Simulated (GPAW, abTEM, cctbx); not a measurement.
# (BaO)2(NaCl)2: the scripts behind a bonding study

Short scripts, each with its output. The cell is a (BaO)2(NaCl)2 superlattice along [001] of the rock-salt type, started at the mean lattice constant and relaxed freely, with no substrate.

## 1. Build the all-electron density and subtract free atoms

```text
cell
1.0
     3.946278570    0.000000000    0.000000000
     0.000000000    3.946278570    0.000000000
     0.000000000    0.000000000   11.651454360
Ba Cl Na O
2 2 2 2
Direct
0.500000000 0.000000000 0.883186210
0.000000000 0.500000000 0.116813790
0.000000000 0.500000000 0.386675080
0.500000000 0.000000000 0.613324920
0.500000000 0.000000000 0.356454790
0.000000000 0.500000000 0.643545210
0.000000000 0.500000000 0.885394000
0.500000000 0.000000000 0.114606000
```

```python
import numpy as np
from ase.io import read
from ase.units import Bohr
from gpaw import GPAW, PW, FermiDirac
from gpaw.calculator import GPAW as OldGPAW
from gpaw.mpi import serial_comm, world
from scipy.special import erfc
from scipy.spatial import cKDTree

atoms = read("cell.vasp")
atoms.calc = GPAW(mode=PW(550), xc="PBE", kpts={"size": (7, 7, 2), "gamma": True},
                 occupations=FermiDirac(0.05), maxiter=120, symmetry={"tolerance": 1e-5}, txt="scf.txt")
atoms.get_potential_energy()
rho = atoms.calc.get_all_electron_density(gridrefinement=2)
moments = atoms.get_magnetic_moments() if atoms.calc.get_number_of_spins() == 2 else np.zeros(len(atoms))
total = atoms.get_magnetic_moment() if moments.any() else 0.0
if world.rank == 0:
    free = OldGPAW(mode=PW(550), xc="PBE", txt=None, communicator=serial_comm)
    neutral = atoms.copy()
    neutral.set_initial_magnetic_moments(None)
    free.initialize(neutral)
    free.set_positions(neutral)
    drho = rho - free.get_all_electron_density(gridrefinement=2)
    # GPAW starts from confined atoms: exchange their smooth part for that of the datasets' free atoms
    h = np.stack(np.meshgrid(*[np.fft.fftfreq(n, 1 / n) for n in drho.shape], indexing="ij"), -1)
    gabs = np.linalg.norm(h @ atoms.cell.reciprocal(), axis=-1)
    tails = np.fft.fftn(free.get_pseudo_density(gridrefinement=2))
    g, form, v0 = np.linspace(0, gabs.max(), 1500), {}, 0
    for e in set(atoms.symbols):
        idx = atoms.symbols.search(e)
        d = free.setups[idx[0]].data
        r, w = d.rgd.r_g * Bohr, d.rgd.r_g**2 * d.rgd.dr_g
        j0 = np.sinc(2 * g[:, None] * r)
        smooth = sum(f * p**2 for f, p in zip(d.f_j, d.phit_jg)) + np.sqrt(4 * np.pi) * d.nct_g
        full = sum(f * p**2 for f, p in zip(d.f_j, d.phi_jg)) + np.sqrt(4 * np.pi) * d.nc_g
        phase = sum(np.exp(-2j * np.pi * h @ s) for s in atoms.get_scaled_positions()[idx])
        tails -= np.interp(gabs, g, j0 @ (smooth * w)) * phase * drho.size / atoms.get_volume()
        form[e] = j0 @ (full * w)
        v0 += 2 * np.pi / 3 * 14.3996 * (full * w * r**2).sum() * len(idx)  # V A^3
    tails *= 0.5 * erfc((gabs - 1.8) / 0.25)  # the tails differ at long wavelengths alone
    drho += np.fft.ifftn(tails).real  # crystal minus superposed spherical free atoms
    np.save("drho.npy", drho)
    dv = atoms.get_volume() / drho.size
    print("grid", drho.shape, " electrons %.3f" % (rho.sum() * dv), " moved by bonding %.3f e" % (abs(drho).sum() * dv / 2))
    pts = np.indices(drho.shape).reshape(3, -1).T / drho.shape @ atoms.cell
    shifts = (np.indices((3, 3, 3)).reshape(3, -1).T - 1) @ atoms.cell
    images = (atoms.positions[None] + shifts[:, None]).reshape(-1, 3)
    dist, idx = cKDTree(images).query(pts, k=4)
    out = drho.ravel()[dist[:, 0] > 0.5]
    print("deformation density beyond 0.5 A of the nuclei: max %.3f, min %.3f e/A^3" % (out.max(), out.min()))
    tie = dist < dist[:, :1] + 1e-4
    q = -np.bincount((idx % len(atoms))[tie], (drho.ravel()[:, None] / tie.sum(1, keepdims=True) * tie)[tie], len(atoms)) * dv
    print("atom        x       y       z   Voronoi charge  moment")
    for a, s, c, m in zip(atoms, atoms.get_scaled_positions(), q, moments):
        print("%-2s%-3d %7.4f %7.4f %7.4f %10.3f %10.2f" % (a.symbol, a.index + 1, *s, c, m))
    np.savez("free.npz", g=g, **form)
    print("mean inner potential of superposed free atoms %.3f V" % (v0 / atoms.get_volume()))
    print("total magnetic moment %.3f muB" % total)
```

```console
$ OMP_NUM_THREADS=1 mpirun -n 4 gpaw python run.py > gpaw.log
```

```text
grid (48, 48, 128)  electrons 184.000  moved by bonding 1.888 e
deformation density beyond 0.5 A of the nuclei: max 0.155, min -0.043 e/A^3
atom        x       y       z   Voronoi charge  moment
Ba1    0.5000  0.0000  0.8832      0.266       0.00
Ba2    0.0000  0.5000  0.1168      0.266       0.00
Cl3    0.0000  0.5000  0.3867     -0.195       0.00
Cl4    0.5000  0.0000  0.6133     -0.195       0.00
Na5    0.5000  0.0000  0.3565      0.353       0.00
Na6    0.0000  0.5000  0.6435      0.353       0.00
O 7    0.0000  0.5000  0.8854     -0.424       0.00
O 8    0.5000  0.0000  0.1146     -0.424       0.00
mean inner potential of superposed free atoms 15.179 V
total magnetic moment 0.000 muB
```

Time: 23 s on 4 cores of Arm Neoverse V2 (shared host), peak memory 1.1 GiB.

## 2. Fourier-transform the difference

```python
from cctbx import adptbx, crystal, miller, xray
from cctbx.eltbx import tiny_pse
import numpy as np

cs = crystal.symmetry(unit_cell=(3.9463, 3.9463, 11.6515, 90, 90, 90), space_group_symbol='Hall: P 4ab 2ab -1ab')  # P4/nmm
atoms = [  # label, site, U (iso, or U11 U22 U33 U12 U13 U23 in A^2), occupancy
    ("Ba1", (0.5, 0, 0.88319), 0.0000, 1),
    ("Cl1", (0, 0.5, 0.38668), 0.0000, 1),
    ("Na1", (0.5, 0, 0.35645), 0.0000, 1),
    ("O1", (0, 0.5, 0.88539), 0.0000, 1),
]
xs = xray.structure(crystal_symmetry=cs)
for label, site, u, occ in atoms:
    u = adptbx.u_cif_as_u_star(cs.unit_cell(), u) if isinstance(u, tuple) else u
    xs.add_scatterer(xray.scatterer(label, site=site, u=u, occupancy=occ))
xs.scattering_type_registry(table="wk1995")
drho = np.load("drho.npy")
T = np.array([[1, 0, 0], [0, 1, 0], [0, 0, 1]])  # conventional axes in terms of the primitive ones
dF = np.fft.ifftn(drho) * 181.44943  # electrons a conventional cell, indexed by primitive hkl
ms = miller.build_set(cs, anomalous_flag=False, d_min=0.9).sort("resolution")
iam = ms.structure_factors_from_scatterers(xs, algorithm="direct").f_calc()
p1 = xs.expand_to_p1()
z = np.array([tiny_pse.table(sc.scattering_type).atomic_number() for sc in p1.scatterers()])
x = np.array(p1.sites_frac())
free = np.load("free.npz")
print("static structure factors of the conventional cell: F in electrons, V (Mott-Bethe) in volts")
print("   h  k  l      d  |F| table  |F| free   |F| DFT   change   |V| free  |V| DFT  change %")
for h, d, table in list(zip(ms.indices(), ms.d_spacings().data(), iam.data()))[:16]:
    df = dF[tuple(np.rint(np.linalg.solve(T, h)).astype(int))]
    phase = np.exp(2j * np.pi * x @ h)
    f = sum(np.interp(1 / d, free["g"], free[sc.scattering_type]) * p for sc, p in zip(p1.scatterers(), phase))
    fz = (z * phase).sum()
    c = 14.3996 * d * d / (np.pi * cs.unit_cell().volume())
    v0, v1 = abs(fz - f) * c, abs(fz - f - df) * c
    print("%4d%3d%3d %7.4f %9.3f %9.3f %9.3f %8.3f %9.3f %8.3f %8s" % (h + (d, abs(table), abs(f), abs(f + df), abs(f + df) - abs(f), v0, v1, "%.1f" % (100 * (v1 / v0 - 1)) if v0 > 0.02 else "-")))
```

```console
$ python run.py
```

```text
static structure factors of the conventional cell: F in electrons, V (Mott-Bethe) in volts
   h  k  l      d  |F| table  |F| free   |F| DFT   change   |V| free  |V| DFT  change %
   0  0  1 11.6515    54.675    54.752    55.060    0.308     3.632    2.574    -29.1
   0  0  2  5.8258    12.595    12.604    12.841    0.237     0.751    0.548    -27.1
   0  0  3  3.8838    33.442    33.435    34.008    0.572     1.289    1.070    -16.9
   1  0  1  3.7377    60.586    60.675    60.514   -0.161     3.086    3.143      1.8
   1  0  2  3.2673    72.833    72.903    71.756   -1.147     2.807    3.117     11.0
   0  0  4  2.9129   142.955   142.872   144.214    1.341     7.377    7.089     -3.9
   1  1  0  2.7905   146.364   146.273   147.479    1.206     7.421    7.183     -3.2
   1  0  3  2.7681    78.141    78.257    77.851   -0.405     3.542    3.621      2.2
   1  1  1  2.7137    47.091    47.051    47.518    0.467     1.630    1.543     -5.3
   1  1  2  2.5167    10.307    10.319    10.335    0.017     0.506    0.503     -0.5
   1  0  4  2.3436     1.045     1.092     0.915   -0.177     0.286    0.261     -8.6
   0  0  5  2.3303    60.641    60.595    61.010    0.415     2.057    2.000     -2.8
   1  1  3  2.2662    30.117    30.155    30.312    0.156     0.864    0.844     -2.3
   1  1  4  2.0150   124.823   124.804   124.887    0.083     5.383    5.375     -0.2
   1  0  5  2.0066    31.247    31.400    31.343   -0.057     1.039    1.045      0.6
   2  0  0  1.9732   128.247   128.226   128.264    0.038     5.485    5.481     -0.1
```

Time: 0.22 s on 1 core of Arm Neoverse V2 (shared host), peak memory 0.09 GiB.

## 3. Propagate a plane wave with and without the bonding term

```python
import abtem
import numpy as np
from ase.build import make_supercell
from ase.io import read

abtem.config.set({"dask.lazy": False, "fft": "fftw", "diagnostics.progress_bar": False})
M = [[0, 1, 0], [0, 0, 1], [1, 0, 0]]  # rows: x, y and beam direction in the primitive cell's axes
unit = make_supercell(read("cell.vasp"), M)
unit.set_cell(list(unit.cell.lengths()) + [90, 90, 90], scale_atoms=True)
unit.positions[:, 2] += 0.4933  # keeps atomic planes off the slice boundaries
unit.wrap()
slab = unit * (1, 1, 156)
print(slab.get_chemical_formula(), "| box %.2f x %.2f x %.2f A" % tuple(slab.cell.lengths()))

# change of the potential by bonding, from the DFT deformation density (Poisson's equation term by term)
drho = np.load("drho.npy")
prim = read("cell.vasp")
h = np.stack(np.meshgrid(*[np.fft.fftfreq(n, 1 / n) for n in drho.shape], indexing="ij"), -1).reshape(-1, 3).astype(int)
g2 = ((h @ prim.cell.reciprocal()) ** 2).sum(1)
keep = (g2 > 0) & (g2 < 2.5**2)
shape = (113, 333, 24)
vg = np.zeros(shape, complex)
hm = h[keep] @ np.array(M).T
move = np.exp(-2j * np.pi * hm[:, 2] * (0.4933 / unit.cell[2, 2] - 0.5 / shape[2]))  # the same shift, sampled at mid-points
vg[tuple(hm.T % np.array(shape)[:, None])] = -14.3996 / np.pi * (np.fft.fftn(drho).ravel() / drho.size)[keep] / g2[keep] * move
dV = np.fft.ifftn(vg).real * vg.size
dV = dV.reshape(113, 333, 4, 6).mean(3) * unit.cell[2, 2] / 4  # V A, projected in each slice
dV = np.tile(dV.transpose(2, 0, 1), (156, 1, 1))


def build(atoms):
    p = abtem.Potential(atoms, gpts=(113, 333), slice_thickness=[slab.cell[2, 2] / 624] * 624,
                        parametrization="lobato", projection="infinite", exit_planes=52).build()
    p.array[:] += BONDING * dV
    return p


def potentials():
    yield build(slab)  # atoms at rest


for label, BONDING in (("IAM", 0.0), ("DFT", 1.0)):
    print("=====", label)
    potential = build(slab)
    print("grid", potential.gpts, "slices", potential.num_slices)
    thickness = potential.exit_thicknesses
    wave = abtem.PlaneWave(energy=200000)
    dp = np.mean([wave.multislice(p).diffraction_patterns(max_angle="valid").array for p in potentials()], axis=0)
    hkl = [(0, 0, 0), (0, 0, 1), (0, 0, 2), (0, 1, 0), (0, 0, 3), (0, 1, 1), (0, 1, 2)]
    nx, ny = dp.shape[-2:]
    print("intensity of each beam, fraction of the incident wave")
    print("  t (A)" + "".join("%9s" % " ".join(map(str, h)) for h in hkl) + "  diffuse    total")
    grid = np.zeros((nx, ny), bool)
    grid[nx // 2 % 1::1, ny // 2 % 1::1] = True
    for t, a in list(zip(thickness, dp))[1:]:
        idx = [np.rint(np.array(M) @ np.linalg.solve([[1, 0, 0], [0, 1, 0], [0, 0, 1]], h)).astype(int) for h in hkl]
        print("%7.1f" % t + "".join("%9.5f" % a[nx // 2 + i[0] * 1, ny // 2 + i[1] * 1] for i in idx) + "%9.4f%9.4f" % (a[~grid].sum(), a.sum()))
```

```console
$ python run.py
```

```text
Ba312Cl312Na312O312 | box 3.95 x 11.65 x 615.62 A
===== IAM
grid (113, 333) slices 624
intensity of each beam, fraction of the incident wave
  t (A)    0 0 0    0 0 1    0 0 2    0 1 0    0 0 3    0 1 1    0 1 2  diffuse    total
   51.3  0.79761  0.00376  0.00021  0.00000  0.00063  0.00087  0.00074   0.0000   0.9963
  102.6  0.43416  0.02933  0.00074  0.00001  0.00234  0.00244  0.00844   0.0000   0.9928
  153.9  0.16437  0.08258  0.00112  0.00001  0.00266  0.00636  0.02332   0.0000   0.9880
  205.2  0.03865  0.12034  0.00102  0.00001  0.00053  0.01206  0.02959   0.0000   0.9830
  256.5  0.01623  0.10346  0.00082  0.00002  0.00151  0.01490  0.01975   0.0000   0.9786
  307.8  0.13018  0.05318  0.00137  0.00004  0.00717  0.01104  0.00592   0.0000   0.9737
  359.1  0.38019  0.01644  0.00235  0.00006  0.01013  0.00650  0.00271   0.0000   0.9694
  410.4  0.60751  0.00475  0.00215  0.00007  0.00728  0.00762  0.00638   0.0000   0.9671
  461.7  0.64601  0.00048  0.00102  0.00007  0.00460  0.00885  0.00776   0.0000   0.9661
  513.0  0.51366  0.00767  0.00095  0.00005  0.00581  0.00567  0.00724   0.0000   0.9651
  564.3  0.35087  0.04299  0.00191  0.00004  0.00716  0.00347  0.00825   0.0000   0.9641
  615.6  0.23067  0.08941  0.00222  0.00006  0.00532  0.00875  0.00717   0.0000   0.9632
===== DFT
grid (113, 333) slices 624
intensity of each beam, fraction of the incident wave
  t (A)    0 0 0    0 0 1    0 0 2    0 1 0    0 0 3    0 1 1    0 1 2  diffuse    total
   51.3  0.80710  0.00119  0.00007  0.00000  0.00110  0.00095  0.00070   0.0000   0.9963
  102.6  0.46801  0.01741  0.00029  0.00001  0.00488  0.00230  0.00877   0.0000   0.9928
  153.9  0.21957  0.06049  0.00041  0.00001  0.00898  0.00524  0.02418   0.0000   0.9879
  205.2  0.09143  0.10050  0.00025  0.00001  0.00775  0.00965  0.03304   0.0000   0.9827
  256.5  0.03166  0.10238  0.00003  0.00002  0.00469  0.01220  0.02694   0.0000   0.9781
  307.8  0.07014  0.08056  0.00044  0.00005  0.00755  0.00798  0.01318   0.0000   0.9725
  359.1  0.23209  0.07721  0.00144  0.00007  0.01281  0.00321  0.00403   0.0000   0.9668
  410.4  0.41361  0.09422  0.00227  0.00007  0.01034  0.00493  0.00242   0.0000   0.9624
  461.7  0.48520  0.09292  0.00322  0.00005  0.00214  0.00574  0.00536   0.0000   0.9593
  513.0  0.45338  0.05951  0.00542  0.00004  0.00066  0.00128  0.01272   0.0000   0.9565
  564.3  0.41881  0.02088  0.00752  0.00003  0.00740  0.00209  0.02393   0.0000   0.9543
  615.6  0.40501  0.00373  0.00695  0.00005  0.01496  0.01384  0.03058   0.0000   0.9526
```

Time: 25 s.

## 4. Scan a probe

```python
import abtem
import numpy as np
from ase.build import make_supercell
from ase.io import read

abtem.config.set({"dask.lazy": False, "fft": "fftw", "diagnostics.progress_bar": False})
M = [[0, 1, 0], [0, 0, 1], [1, 0, 0]]  # rows: x, y and beam direction in the primitive cell's axes
unit = make_supercell(read("cell.vasp"), M)
unit.set_cell(list(unit.cell.lengths()) + [90, 90, 90], scale_atoms=True)
unit.positions[:, 2] += 0.4933  # keeps atomic planes off the slice boundaries
unit.wrap()
slab = unit * (3, 2, 4)
print(slab.get_chemical_formula(), "| box %.2f x %.2f x %.2f A" % tuple(slab.cell.lengths()))

# change of the potential by bonding, from the DFT deformation density (Poisson's equation term by term)
drho = np.load("drho.npy")
prim = read("cell.vasp")
h = np.stack(np.meshgrid(*[np.fft.fftfreq(n, 1 / n) for n in drho.shape], indexing="ij"), -1).reshape(-1, 3).astype(int)
g2 = ((h @ prim.cell.reciprocal()) ** 2).sum(1)
keep = (g2 > 0) & (g2 < 2.5**2)
shape = (33, 98, 24)
vg = np.zeros(shape, complex)
hm = h[keep] @ np.array(M).T
move = np.exp(-2j * np.pi * hm[:, 2] * (0.4933 / unit.cell[2, 2] - 0.5 / shape[2]))  # the same shift, sampled at mid-points
vg[tuple(hm.T % np.array(shape)[:, None])] = -14.3996 / np.pi * (np.fft.fftn(drho).ravel() / drho.size)[keep] / g2[keep] * move
dV = np.fft.ifftn(vg).real * vg.size
dV = dV.reshape(33, 98, 4, 6).mean(3) * unit.cell[2, 2] / 4  # V A, projected in each slice
dV = np.tile(dV.transpose(2, 0, 1), (4, 3, 2))


def build(atoms):
    p = abtem.Potential(atoms, gpts=(99, 196), slice_thickness=[slab.cell[2, 2] / 16] * 16,
                        parametrization="lobato", projection="infinite", exit_planes=8).build()
    p.array[:] += BONDING * dV
    return p


sigmas = {'Ba': 0.075, 'Cl': 0.092, 'Na': 0.098, 'O': 0.102}  # r.m.s. displacement along each axis, A
u = np.array([sigmas[s] for s in slab.symbols])[:, None]
rng = np.random.default_rng(909)


def potentials():
    for _ in range(2):  # frozen phonons, one configuration at a time
        atoms = slab.copy()
        atoms.positions += u * rng.standard_normal((len(atoms), 3))
        atoms.wrap()
        yield build(atoms)


for label, BONDING in (("IAM", 0.0), ("DFT", 1.0)):
    print("=====", label)
    rng = np.random.default_rng(909)  # the same displacements for both
    potential = build(slab)
    print("grid", potential.gpts, "slices", potential.num_slices)
    thickness = potential.exit_thicknesses
    probe = abtem.Probe(energy=200000, semiangle_cutoff=21)
    probe.grid.match(potential)
    print("wavelength %.5f A, largest angle on the grid %.0f mrad" % (probe.wavelength, min(probe.cutoff_angles)))
    detectors = {"ABF": (10, 21), "BF": (0, 10), "LAADF": (25, 67)}  # mrad
    columns = [  # name, x, y (A)
        ("Ba", 0.000, 10.290),
        ("Cl", 1.973, 4.505),
        ("Na", 0.000, 4.153),
        ("O", 1.973, 10.316),
        ("void", 1.151, 2.913),
    ]
    scan = abtem.GridScan(start=(0.0000, 0.0000), end=(3.9463, 11.6515), gpts=(14, 41), endpoint=False)
    dets = [abtem.AnnularDetector(*v) for v in detectors.values()] + [abtem.PixelatedDetector(max_angle=32)]
    runs = [probe.scan(p, scan=scan, detectors=dets, max_batch=32) for p in potentials()]
    out = [sum(x[1:], x[0]) / len(x) for x in zip(*runs)]
    images = dict(zip(detectors, out))
    images["iCOM"] = out[-1].center_of_mass().integrate_gradient()
    np.save(label + "_pacbed.npy", out[-1].array.mean(axis=(1, 2)))
    print("PACBED pixel %.3f x %.3f mrad" % out[-1].angular_sampling)
    for name, im in images.items():
        im = im.interpolate(sampling=0.1, boundary="periodic").gaussian_filter(0.35)
        np.save(label + "_" + name + ".npy", im.array)
        print(name, "signal at the columns" + (", fraction of the beam" if name in detectors else ""))
        print("  t (A)     mean" + "".join("%10s" % c[0][:9] for c in columns))
        for t, a in list(zip(thickness, im.array))[1:]:
            at = [a[round((x - 0.0000) / im.sampling[0]) % a.shape[0], round((y - 0.0000) / im.sampling[1]) % a.shape[1]] for _, x, y in columns]
            print("%7.1f %8.5f" % (t, a.mean()) + "".join("%10.5f" % v for v in at))
```

```console
$ python run.py
```

```text
Ba48Cl48Na48O48 | box 11.84 x 23.30 x 15.79 A
===== IAM
grid (99, 196) slices 16
wavelength 0.02508 A, largest angle on the grid 70 mrad
PACBED pixel 2.118 x 1.076 mrad
ABF signal at the columns, fraction of the beam
  t (A)     mean        Ba        Cl        Na         O      void
    7.9  0.74887   0.67194   0.74413   0.74999   0.75115   0.75410
   15.8  0.73261   0.50760   0.70992   0.73209   0.73720   0.74904
BF signal at the columns, fraction of the beam
  t (A)     mean        Ba        Cl        Na         O      void
    7.9  0.23282   0.21413   0.23228   0.23511   0.23375   0.23496
   15.8  0.22953   0.16458   0.23207   0.23906   0.23575   0.23517
LAADF signal at the columns, fraction of the beam
  t (A)     mean        Ba        Cl        Na         O      void
    7.9  0.00655   0.07143   0.01029   0.00470   0.00466   0.00144
   15.8  0.01881   0.20468   0.03247   0.01446   0.01261   0.00425
iCOM signal at the columns
  t (A)     mean        Ba        Cl        Na         O      void
    7.9  0.02113   0.06966   0.03280   0.02332   0.02536   0.01451
   15.8  0.02113   0.11236   0.04491   0.02644   0.03051   0.00634
===== DFT
grid (99, 196) slices 16
wavelength 0.02508 A, largest angle on the grid 70 mrad
PACBED pixel 2.118 x 1.076 mrad
ABF signal at the columns, fraction of the beam
  t (A)     mean        Ba        Cl        Na         O      void
    7.9  0.74889   0.67178   0.74428   0.74991   0.75143   0.75412
   15.8  0.73269   0.50721   0.71049   0.73172   0.73838   0.74910
BF signal at the columns, fraction of the beam
  t (A)     mean        Ba        Cl        Na         O      void
    7.9  0.23282   0.21414   0.23223   0.23514   0.23361   0.23500
   15.8  0.22952   0.16461   0.23187   0.23920   0.23518   0.23534
LAADF signal at the columns, fraction of the beam
  t (A)     mean        Ba        Cl        Na         O      void
    7.9  0.00655   0.07155   0.01025   0.00470   0.00460   0.00144
   15.8  0.01881   0.20498   0.03232   0.01449   0.01239   0.00424
iCOM signal at the columns
  t (A)     mean        Ba        Cl        Na         O      void
    7.9  0.01838   0.06601   0.03082   0.02227   0.01978   0.01236
   15.8  0.01838   0.10780   0.04368   0.02706   0.02211   0.00475
```

Time: 25 s.

[Outputs are excerpts: Python notices, other lines and further rows are left out; steps that failed or that the build refused (PBEsol, TPSS) are not shown.]

[Logs are printed without paths, hosts, clocks, repeated set-up lines and the standing remarks that a program may print on its own settings, such as how far it seeks lower states.]
